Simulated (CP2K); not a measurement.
Consider 2-acetylfuran at its PBE geometry (Å).

```xyz
14

C    -2.3018    0.5277   -0.0564
C    -1.3291   -0.6309   -0.1171
O    -1.6966   -1.8041   -0.2364
C     0.1025   -0.3266   -0.0273
C     1.2178   -1.1338   -0.0515
C     2.3484   -0.2813    0.0796
C     1.8575    0.9966    0.1772
O     0.4936    0.9972    0.1139
H    -3.3225    0.1440   -0.1438
H    -2.0992    1.2462   -0.8635
H    -2.1874    1.0776    0.8889
H     1.1997   -2.2128   -0.1530
H     3.3939   -0.5686    0.1000
H     2.3232    1.9689    0.2893
```

Method: CP2K XAS_TDP, all-electron GAPW, PBEh(45%), aug-cc-pVDZ, TDA, no relativity.

Question: Predict the bright core excitations at the C K edge.

Leading lines: C1 284.66 eV, C2 281.92 eV, C4 282.34 eV, C5 281.07 eV, C6 282.05 eV and C7 282.40 eV. The leading line of an atom is its first one with 35 % of the strongest within 2.5 eV of its lowest line over the strength cut. 

The first six lines of each atom with a strength over 0.0015:

| atom | energy (eV) | states | strength, one atom |
| --- | --- | --- | --- |
| C1 (bonded to C and 3 H) | 284.02 | 1 | 0.0053 |
|  | 284.66 | 1 | 0.0207 |
|  | 284.90 | 1 | 0.0204 |
|  | 285.38 | 1 | 0.0024 |
|  | 285.50 | 2 | 0.0030 |
|  | 285.81 | 1 | 0.0025 |
| C2 (bonded to 2 C and O) | 281.92 | 1 | 0.0625 |
|  | 287.01 | 1 | 0.0105 |
|  | 288.12 | 1 | 0.0020 |
|  | 288.37 | 1 | 0.0021 |
|  | 288.56 | 1 | 0.0046 |
|  | 289.40 | 1 | 0.0028 |
| C4 (bonded to 2 C and O) | 282.34 | 1 | 0.0295 |
|  | 285.39 | 1 | 0.0242 |
|  | 286.06 | 1 | 0.0147 |
|  | 286.67 | 1 | 0.0089 |
|  | 286.81 | 1 | 0.0274 |
|  | 287.07 | 1 | 0.0034 |
| C5 (bonded to 2 C and H) | 281.07 | 1 | 0.0452 |
|  | 284.44 | 1 | 0.0067 |
|  | 284.87 | 1 | 0.0072 |
|  | 285.60 | 1 | 0.0042 |
|  | 286.07 | 1 | 0.0047 |
|  | 286.21 | 1 | 0.0038 |
| C6 (bonded to 2 C and H) | 282.05 | 1 | 0.0389 |
|  | 282.99 | 1 | 0.0153 |
|  | 284.48 | 1 | 0.0104 |
|  | 285.46 | 1 | 0.0021 |
|  | 285.95 | 1 | 0.0015 |
|  | 286.14 | 1 | 0.0042 |
| C7 (bonded to C, O and H) | 282.40 | 1 | 0.0523 |
|  | 285.80 | 1 | 0.0054 |
|  | 285.92 | 1 | 0.0161 |
|  | 286.69 | 1 | 0.0123 |
|  | 287.04 | 1 | 0.0024 |
|  | 287.39 | 2 | 0.0149 |

Lines are vertical, at one geometry, with no vibrational structure. Without a correction of the core level, line positions, and the gaps between valence and Rydberg lines, follow the share of exact exchange. At this level such K lines come out 3 to 6 eV under measured ones. These values hold no scalar relativity, about 0.1 eV for C 1s. Rydberg lines, and the discretised continuum above threshold, depend on the basis and the box.

[Banner, clock and machine lines of the logs are left out without a mark of their own.]

[Logs are printed without paths, hosts, clocks, repeated set-up lines and the standing remarks that a program may print on its own settings, such as how far it seeks lower states.]

[Hosts, paths, dates, database ids (printed as entryN), source tags and the programs' standing remarks are cut or masked in the printed files.]
